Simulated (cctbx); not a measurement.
# Interatomic vectors of RuW2Se4S2

Space group P-6m2 (no. 187), a = 3.3390 Å, b = 3.3390 Å, c = 30.1960 Å, α = 90.00°, β = 90.00°, γ = 120.00°, content W2 Ru1 Se4 S2.

Simulated single-crystal data (cctbx): Mo Kα, λ = 0.71073 Å, to d = 0.75 Å, 70 % of the full sphere, strongest reflection 40000 counts, noise from counting, a 2 % proportional error and a noise floor of 8 counts (s.d.); no absorption.

Patterson synthesis, origin scaled to 1000:

```text
Patterson group P 6/m m m
      u       v       w   height  length (A)
  0.000   0.000   0.000   1000.0     0.00
  0.000   0.000   0.459    449.7    13.87
  0.333   0.667   0.053    297.4     2.51
  0.000   0.000   0.285    231.6     8.61
  0.000   0.000   0.175    230.2     5.28
  0.333   0.667   0.230    201.3     7.20
  0.333   0.667   0.407    140.1    12.45
  0.333   0.667   0.489    136.5    14.90
  0.000   0.000   0.106    107.3     3.21
  0.000   0.000   0.355     53.8    10.71
  0.333   0.667   0.120     20.2     4.11
  0.333   0.667   0.341     19.1    10.49
  0.160   0.319   0.021     17.2     1.11
  0.000   0.000   0.036     14.3     1.09
```

Q: Assign the vectors.

A peak at u stands for all pairs with xi − xj = u, with weight Σ ZiZj against Σ Z² = 18024 at the origin. Peak heights follow these weights only roughly, since form factors, motion and series ripples differ, all vectors within 0.55 Å of a peak are counted as merged into it though the farther ones add only part of their weight, and F(000) is left out, which lowers the whole map:

| u | v | w | shortest length (Å) | height | 1000 ΣZiZj/ΣZ² | pairs in the cell |
| --- | --- | --- | --- | --- | --- | --- |
| 0.000 | 0.000 | 0.459 | 13.86 | 450 | 432 | 1 × W–W, 2 × Se–Se |
| 0.333 | 0.667 | 0.053 | 2.50 | 297 | 318 | 2 × W–Se, 1 × Ru–S |
| 0.000 | 0.000 | 0.285 | 8.61 | 232 | 297 | 2 × Ru–Se, 2 × W–S |
| 0.000 | 0.000 | 0.175 | 5.28 | 230 | 297 | 2 × Ru–Se, 2 × W–S |
| 0.333 | 0.667 | 0.230 | 7.21 | 201 | 241 | 1 × W–Ru, 2 × Se–S |
| 0.333 | 0.667 | 0.407 | 12.44 | 140 | 140 | 1 × W–Se |
| 0.333 | 0.667 | 0.489 | 14.89 | 136 | 140 | 1 × W–Se |
| 0.000 | 0.000 | 0.106 | 3.20 | 107 | 142 | 2 × Se–Se, 1 × S–S |
| 0.000 | 0.000 | 0.355 | 10.72 | 54 | 64 | 1 × Se–Se |

The table stops at ten peaks or at a height of 45, below which ripples compete. In the model behind the data W, the heaviest element, has 1 independent site: (2/3, 1/3, 0.2296), up to an allowed shift of origin; the W–W vectors are differences of these positions and their symmetry mates. The whole model:

```csv
atom,mult.,x,y,z,Ueq (Å²)
W1,2,2/3,1/3,0.2296,0.0114
Ru1,1,0,0,0,0.0143
Se1,2,0,0,0.2823,0.0126
Se2,2,0,0,0.8222,0.0122
S1,2,2/3,1/3,0.9410,0.0150
```

This is a model crystal, built by substitution and not relaxed, with assumed displacement parameters.

[Logs are printed without paths, hosts, clocks, repeated set-up lines and the standing remarks that a program may print on its own settings, such as how far it seeks lower states.]
